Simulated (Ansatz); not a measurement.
# TaInS3 (model cell, started as cubic perovskite with Ta in the octahedra): from the cell to its phonons, part 3 of 3

How does TaInS3 (model cell, started as cubic perovskite with Ta in the octahedra) vibrate, and is this structure a minimum?

Ansatz 0.2.0; DFT PBE, scalar-relativistic, plane waves, PAW; PAW set soft_1.

So far. Step 3 (Tight relaxation): The forces vanish by symmetry and the pressure is -0.010 GPa, within the tolerances set. The cell now holds 22.92 Å³/atom. Step 4 (Linear response at the zone centre): Before it was imposed, the acoustic sum rule was missed by 1.8e-5 eV/Å². Small misses are needed for a sound result but don't prove that mesh and cutoff are converged. The lowest optical mode is imaginary, 43.0i cm⁻¹, so the energy falls along it. The relaxed cell has a = 4.858 Å (conventional setting).

The structure was built from a prototype and need not be the compound's stable phase.

## 5. The dispersion

Stability and thermal properties need the whole zone. Linear response on a 2×2×2 q mesh gives force constants as far as a supercell of that size would.

input.yaml

```yaml
crystal:
  lattice:
    - [4.8575955774, 0.0, 0.0]
    - [0.0, 4.8575955774, 0.0]
    - [0.0, 0.0, 4.8575955774]
  atoms:
    - { symbol: In, position: [0.0, 0.0, 0.0] }
    - { symbol: Ta, position: [0.5, 0.5, 0.5] }
    - { symbol: S, position: [0.5, 0.5, 0.0] }
    - { symbol: S, position: [0.5, 0.0, 0.5] }
    - { symbol: S, position: [0.0, 0.5, 0.5] }
kpoints:
  mp_grid: { grid: [8, 8, 8] }
hamiltonian:
  xc: pbe
  pseudopotentials: { kind: paw, azcp: { folder: soft_1 } }
scf:
  occupations: { method: methfessel_paxton, width: 0.2 }
output:
  eigenvalues: true
phonons:
  method: dfpt
  qmesh: [2, 2, 2]
  temperatures: { t_max: 1000, t_step: 50 }
  qpath:
    path:
      - [[0.0, 0.0, 0.0], [0.0, 0.5, 0.0], [0.5, 0.5, 0.0], [0.0, 0.0, 0.0], [0.5, 0.5, 0.5], [0.0, 0.5, 0.0]]
      - [[0.5, 0.5, 0.5], [0.5, 0.5, 0.0]]
    npoints: 10
```

Started as:

```
> ansatz run input.yaml --threads 4 --pin off --max-ram 16384MiB --backend cpu --events-out ev --progress --plain --runs-dir out
```

Numbers of over 12 decimals in the logs are rounded to 6 here.

Output:

```text
[...]
Crystal: 5 atoms, lattice volume = 114.621 Å³
Basis set: ecut = 420 eV, 2205 PW (Γ), exchange–correlation on 72×72×72 points (8 copies of the dense FFT grid, shifted against one another)
Bands: 27, of which v1, the nominal top of the filled ones, is band 22 counted from 1 (21 counted from 0)
Symmetry: 48 space group operations
k-points: 35 of 512
[...]
SCF iter   1: F=—  HF=-18240.417888 eV  |F-HF|=—  |Δ(HF+E_count)|=         —  Δρ=2.55e-2  dr2=6.60e-1  ethr=3.10e-3  ⟨swp⟩=6.5  Hψ=4403  notcnv=0
[...]
SCF iter  11: F=-18240.237617 eV  HF=-18240.237617 eV  |F-HF|=0.00e0  |Δ(HF+E_count)|=  1.09e-11  S|Δr|=    0.00e0  Δρ=3.11e-8  dr2=1.69e-12  ethr=1.00e-12  ⟨swp⟩=9.5  Hψ=4938  notcnv=0
SCF 1 converged in 11 iterations: F = -18240.237617 eV  dr2 = 1.69e-12
[...]
SCF iter   6: F=-18240.237617 eV  HF=-18240.237617 eV  |F-HF|=0.00e0  |Δ(HF+E_count)|=    0.00e0  S|Δr|=    0.00e0  Δρ=9.61e-8  dr2=6.67e-12  ethr=1.00e-12  ⟨swp⟩=2.4  Hψ=2024  notcnv=0
SCF 2 converged in 6 iterations: F = -18240.237617 eV  dr2 = 6.67e-12
phonons: the bands overlap, so this run is a metal and interpolates without the dipole-dipole term. If the crystal is really an insulator or semiconductor, its LO-TO splitting is missing
NSCF: frozen V_eff on 35 k-points
[...]
DFPT response loops at q = (0, 0, 0) (fractional): preconditioner auto → Kerker (q_TF=auto, 2.326 Å⁻¹) (partly filled bands, converged f_vac=0.000); β = 1.00, the filter's whole step (`scf.mixing.beta` (0.50) is not read by the response loops under this deck's `scf.mixing.preconditioner`; to damp them name `kerker` or `kerker_dos`, under which they read `scf.mixing.beta`, and type it under 1.00, their step now; both keys bind the ground state too); Broyden in place of MSR1
[...]
SCF converged after 11 iterations
[...]
Free energy (F): -18240.237617 eV
[...]
Internal energy: -18240.245717 eV  (E = F + TS)
E sigma→0 (E₀):  -18240.239642 eV
Entropy (-TS):   0.008100 eV (1.620 meV/atom)
Fermi energy:    7.700512 eV
[...]
--- Band table (eV; the first three rows and the last of 35) ---
  k-point 0: bands = [... 18 lower, 6.4344, 6.8434, 6.8434, 6.8434, 7.2211, 7.2211, 7.2211, 9.6216, ... 1 higher]
  k-point 1: bands = [... 18 lower, 6.3686, 6.5296, 6.7309, 6.7309, 7.2278, 7.9000, 7.9000, 9.6273, ... 1 higher]
  k-point 2: bands = [... 18 lower, 6.2192, 6.7618, 6.7618, 6.7830, 7.2443, 8.8268, 8.8268, 9.6392, ... 1 higher]
  k-point 34: bands = [... 18 lower, 4.5948, 7.7476, 7.7476, 7.7476, 10.0769, 10.0769, 10.0769, 13.8194, ... 1 higher]
--- Phonons (Γ-DFPT): 4 representative perturbations + reference (Σ response iterations 12) ---
  ASR residual: 1.073e-5 → 0.000e0 eV/Å²; symmetrization residual: 6.877e-6 eV/Å²
  ASR residual per site (eV/Å²): 9.95e-6 7.25e-6 1.07e-5 1.07e-5 1.07e-5
[...]
--- Phonons (arbitrary-q DFPT): 4 irreducible q on the 2×2×2 mesh ---
  q = [0.0000, 0.0000, 0.0000] (star 1, of the zone-centre solve; hermiticity 1.62e-6, symmetrization 6.37e-13): -42.99 -42.99 -42.99 -0.00 -0.00 0.00 26.25 26.25 26.25 112.39 112.39 112.39 301.72 301.72 301.72
  q = [0.0000, 0.0000, -0.5000] (star 3, 9 solved perturbations in 975 linear systems a pass and spin channel, the states on 125 of 512 k-point pairs; hermiticity 9.03e-7, symmetrization 8.39e-14): -19.78 -19.78 18.98 18.98 42.36 72.37 72.37 123.49 136.04 136.04 136.26 180.40 286.49 286.49 417.15
[...]
sum rule: each row above includes the acoustic sum rule's correction from the zone centre's row sums; it moved no ω² by more than (0.30 cm⁻¹)²
  mesh force constants: q→R imaginary residual 6.56e-18; ASR residual 1.073e-5 → 0.000e0 eV/Å²; symmetrization residual 8.882e-15 eV/Å²
  interpolated dispersion: 62 rows × 15 modes
  density of states and harmonic sums: on the 14×14×14 q-mesh, interpolated from the force constants of a 2×2×2 supercell (no non-analytic term)
  largest difference from the sums on the solved wave vectors: F 3.51e-1 eV, S 4.73e-4 and C_V 1.23e-4 eV/K
  zero-point energy: 0.117166 eV/cell   skipped modes (ω ≤ 0): 199, of them read as no rigid motion or as one in doubt: 196 (1.455e0 modes/cell left out, lowest -101.39 cm⁻¹)   left out of the sums: 9.71e-2 of the cell's modes: C_V's classical limit lies that fraction below 3 k_B per atom; for a crystal, a wire or a layer, F and S can be off by more, and a phonons.interpolated_qmesh denser along its periods is the remedy for the sampling
```

Run time: 3.8 min. Hardware: 4 threads of Arm Neoverse V1, shared host; peak memory 1.2 GiB; 15 min of CPU time.

This step gave:

* sum-rule residual before enforcement: 1.07e-5 eV/Å²
* lowest frequency on the path: -101.4 cm⁻¹
* highest frequency on the path or at a solved wavevector: 477.1 cm⁻¹
* lowest mode on the q mesh (acoustic modes at Γ apart): -101.4 cm⁻¹

Frequencies (cm⁻¹) solved at each irreducible wavevector; negative means imaginary. Frequencies by wavevector, by row:

| q in reciprocal lattice units | star | mode 1 | mode 2 | mode 3 | mode 4 | mode 13 | mode 14 | mode 15 |
| --- | --- | --- | --- | --- | --- | --- | --- | --- |
| 0 0 0 | 1 | -43 | -43 | -43 | 0 | 301.7 | 301.7 | 301.7 |
| 0 0 -0.5 | 3 | -19.8 | -19.8 | 19 | 19 | 286.5 | 286.5 | 417.1 |
| 0 -0.5 -0.5 | 3 | -92.3 | -26.6 | 14.6 | 14.6 | 201.9 | 271.6 | 451 |
| -0.5 -0.5 -0.5 | 1 | -101.4 | -101.4 | -95.2 | -95.2 | 190.7 | 190.7 | 477.1 |

Interpolated from a 2×2×2 q mesh. The phonon branches at the labelled points (cm⁻¹):

| point | branch 1 | branch 2 | branch 3 | branch 4 | branch 12 | branch 13 | branch 14 | branch 15 |
| --- | --- | --- | --- | --- | --- | --- | --- | --- |
| Γ | -43 | -43 | -43 | 0 | 112 | 302 | 302 | 302 |
| halfway | -23 | -23 | 22 | 22 | 130 | 295 | 295 | 360 |
| X | -20 | -20 | 19 | 19 | 180 | 286 | 286 | 417 |
| halfway | -23 | 15 | 18 | 20 | 192 | 247 | 280 | 432 |
| M | -92 | -27 | 15 | 15 | 185 | 202 | 272 | 451 |
| halfway | -22 | 13 | 22 | 23 | 170 | 275 | 288 | 394 |
| Γ | -43 | -43 | -43 | 0 | 112 | 302 | 302 | 302 |
| halfway | 4 | 15 | 15 | 30 | 168 | 250 | 250 | 425 |
| R | -101 | -101 | -95 | -95 | 191 | 191 | 191 | 477 |
| halfway | -24 | 10 | 10 | 20 | 190 | 210 | 218 | 452 |
| X | -20 | -20 | 19 | 19 | 180 | 286 | 286 | 417 |
| jump to R | -101 | -101 | -95 | -95 | 191 | 191 | 191 | 477 |
| halfway | -94 | -25 | -25 | 20 | 182 | 182 | 196 | 468 |
| M | -92 | -27 | 15 | 15 | 185 | 202 | 272 | 451 |

The phonon density of states has structure finer than the step of the table below, so its rows give means over 25 cm⁻¹, whole bins alone (the curve runs from -102 to 478 cm⁻¹). Peaks (cm⁻¹: height): 17.5: 0.179, 137.5: 0.0656, 187.5: 0.0639, 282.5: 0.0362.

Tetrahedra on a 14×14×14 mesh, mean over bins of 5 cm-1. Interpolated from a 2×2×2 q mesh. Phonon density of states against wavenumber; means over each step:

wavenumber (cm⁻¹), phonon density of states (1/cm⁻¹/cell) and a bar:
```
      -75      0.011 ###
      -50      0.010 ###
      -25      0.023 #######
        0      0.030 #########
       25      0.096 ##############################
       50      0.043 #############
       75      0.040 ############
      100      0.050 ################
      125      0.060 ###################
      150      0.060 ###################
      175      0.043 #############
      200      0.027 ########
      225      0.009 ###
      250      0.014 ####
      275      0.028 #########
      300      0.011 ###
      325      0.001 
      350      0.002 
      375      0.003 #
      400      0.006 ##
      425      0.012 ####
      450      0.012 ####
```

The partial phonon density of states has structure finer than the step of the table below, so its rows give means over 20 cm⁻¹, whole bins alone (the curve runs from -103 to 500 cm⁻¹). Peaks (cm⁻¹: height): In 18.6: 0.145; S -76.3: 0.0188, -38.3: 0.0182, 64.1: 0.0381, 102.0: 0.0427, 132.4: 0.0421, 189.3: 0.0508, 284.1: 0.0339; Ta -23.2: 0.0190, 18.6: 0.00769, 45.1: 0.0272, 86.8: 0.0362, 117.2: 0.0362, 151.3: 0.0298.

Phonopy on the run's constants, 11x11x11 mesh, Gaussian sigma 4.3 cm-1. Interpolated from a 2×2×2 q mesh. Partial phonon density of states against wavenumber; means over each step; values in 1/cm⁻¹/cell:

| wavenumber (cm⁻¹) | In | S | Ta |
| --- | --- | --- | --- |
| -80 | 0 | 0.0129 | 4.8e-5 |
| -60 | 8.3e-6 | 0.00529 | 4.6e-5 |
| -40 | 4.8e-4 | 0.0144 | 0.00129 |
| -20 | 0.00708 | 0.00668 | 0.0126 |
| 0 | 0.0235 | 0.00108 | 0.00460 |
| 20 | 0.102 | 0.00367 | 0.00586 |
| 40 | 0.00927 | 0.0117 | 0.0162 |
| 60 | 0.00318 | 0.0323 | 0.00659 |
| 80 | 0.00139 | 0.0244 | 0.0190 |
| 100 | 6.7e-4 | 0.0348 | 0.0103 |
| 120 | 8.0e-4 | 0.0361 | 0.0233 |
| 140 | 6.7e-4 | 0.0364 | 0.0256 |
| 160 | 4.5e-4 | 0.0335 | 0.0182 |
| 180 | 1.2e-4 | 0.0408 | 0.00469 |
| 200 | 1.9e-5 | 0.0246 | 7.5e-4 |
| 220 | 1.0e-5 | 0.00862 | 7.5e-5 |
| 240 | 1.0e-5 | 0.0113 | 9.4e-5 |
| 260 | 1.0e-5 | 0.0174 | 1.4e-4 |
| 280 | 9.5e-6 | 0.0297 | 2.6e-4 |
| 300 | 4.2e-7 | 0.0117 | 1.1e-4 |
| 320 | 0 | 8.7e-4 | 7.2e-6 |
| 340 | 0 | 0.00171 | 7.0e-6 |
| 360 | 0 | 0.00196 | 4.6e-6 |
| 380 | 0 | 0.00355 | 8.1e-6 |
| 400 | 0 | 0.00586 | 6.2e-6 |
| 420 | 0 | 0.0112 | 1.0e-5 |
| 440 | 0 | 0.0131 | 5.8e-6 |
| 460 | 0 | 0.00964 | 0 |
| 480 | 0 | 0.00193 | 0 |

Symmetry leaves 4 wavevectors to solve. The lowest mode among them, the acoustic zeros apart, lies at q = (-0.5, -0.5, -0.5) and is imaginary, 101.4i cm⁻¹, so the energy falls along it.

## 6. What came out

```json
{
 "space group after relaxation (within 0.01 Å)": "Pm-3m",
 "volume per atom": "22.9 Å³",
 "electronic character": "no gap on this mesh",
 "highest optical mode at the zone centre (no LO-TO term)": "302 cm⁻¹",
 "lowest optical zone-centre mode": "-43.0 cm⁻¹",
 "lowest mode on the q mesh (acoustic modes at Γ apart)": "-101 cm⁻¹",
 "highest frequency on the path or at a solved wavevector": "477 cm⁻¹",
 "imaginary modes on the 2×2×2 q mesh": "yes"
}
```

**Reading.** Modes are clearly imaginary (beyond 10i cm⁻¹) at 4 of the 4 irreducible wavevectors, most at q = (-0.5, -0.5, -0.5) (101.4i cm⁻¹), so this structure is not a minimum of the energy. The optical modes at Γ span -43 to 302 cm⁻¹ (negative means imaginary). The highest mode in this list at Γ, 301.7 cm⁻¹, is mostly motion of S (99 % of the kinetic energy). With no gap, or one that is small against the smearing, the frequencies hang on the k mesh and the smearing, most of all near Kohn anomalies. A semilocal functional can close a gap that the real compound would have, so the metallic treatment may be an artefact of the level. Spin-orbit coupling is left out, which can matter for the heavy elements here. The starting cell was built on a prototype and not taken from a measurement, so the phase need not exist. These are harmonic frequencies at zero temperature: anharmonic shifts, linewidths and thermal expansion are left out.

[Logs are printed without paths, hosts, clocks, repeated set-up lines and the standing remarks that a program may print on its own settings, such as how far it seeks lower states.]

[Hosts, paths, dates, database ids (printed as entryN), source tags and the programs' standing remarks are cut or masked in the printed files.]
